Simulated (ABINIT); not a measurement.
Computed results, one entry a study.

CdH2O2 (P-3m1): one start, several treatments of the self-energy. Symmetry: P-3m1, No. 164, trigonal system. Conventional cell: a = 3.516 Å, b = 3.516 Å, c = 4.643 Å, α = 90.00°, β = 90.00°, γ = 120.00°. Nearest to Cd lie 6 O at 2.32 Å. H has 1 O at 0.97 Å nearest. Nearest to O lie 1 H at 0.97 Å and 3 Cd at 2.32 Å. Farther neighbours, and contacts between anions beyond the nearest, are not listed. The calculation used RPA screening on PBEsol, plane waves, norm-conserving pseudopotentials (and 5 further levels or steps) in ABINIT 10.8.3, with cutoff 47 Ha, PseudoDojo scalar-relativistic 0.4.1 standard, norm-conserving, ngkpt (3, 3, 2), nband 54, ecuteps 4.5 Ha, gwcalctyp 1, nfreqim 16, inclvkb 2, shiftk (0, 0, 0), symchi 1, awtr 1, frequency ac, 3×3×2 k-mesh. The G0W0, Godby-Needs plasmon pole is 3.347 eV and the G0W0, Hybertsen-Louie plasmon pole is 3.481 eV. The G0W0, von der Linden-Horsch plasmon pole is 3.234 eV. The G0W0, Engel-Farid plasmon pole is 3.249 eV. The one-shot SEX is 1.297 eV and the one-shot COHSEX is 4.478 eV. The one-shot Hartree-Fock is 11.636 eV, the G0W0, contour deformation is 3.301 eV and the G0W0, analytic continuation is 3.151 eV. The known limits are short of the basis limit; d shell near the gap, gap tends to lie low; no spin-orbit coupling; coarse k mesh. It took 13 runs, 88 s in all on 4 MPI ranks of Arm Neoverse V1, shared host. G0W0, Hybertsen-Louie plasmon pole: +0.134 eV against G0W0, Godby-Needs plasmon pole. G0W0, von der Linden-Horsch plasmon pole: −0.113 eV against G0W0, Godby-Needs plasmon pole. The program's warnings: nkpt*nsppol () is not a multiple of nproc spkpt (). The cell and positions are those that the Materials Project relaxed with its own functionals (PBE, PBE+U or r2SCAN), kept fixed. Limits: d shell near the gap, gap tends to lie low; no spin-orbit coupling. Static COHSEX lies above G0W0: it lacks the factor Z and overstates the Coulomb hole of the filled states. The 3×3×2 mesh is coarse for this cell, which bears on the long-range parts of exchange and screening.

[Paths, hosts, dates, memory and timing lines, banners, echoed tables and standing remarks are left out of the program output; an Ansatz launch command may be rebuilt from the run's recorded settings. Measured values are a selection of at most five: reports struck by readers or far from the other reports are left out. None is set beside runs whose start may be inverted or whose files or cutoffs have a known fault.]

[Runs of the session that timed out or met a known fault of the program may be left out.]

[Hosts, paths, dates, database ids (printed as entryN), source tags and the programs' standing remarks are cut or masked in the printed files.]

[G0W0 gaps are taken among the corrected bands and points alone; a level outside them can change the order at an edge.]

[Where Ansatz stands beside ABINIT at settings called matched, ABINIT's density can come from a denser mesh and the files from another edition; pairs whose starting gaps differed by over 0.03 eV were left out, so agreement reads better than it is.]
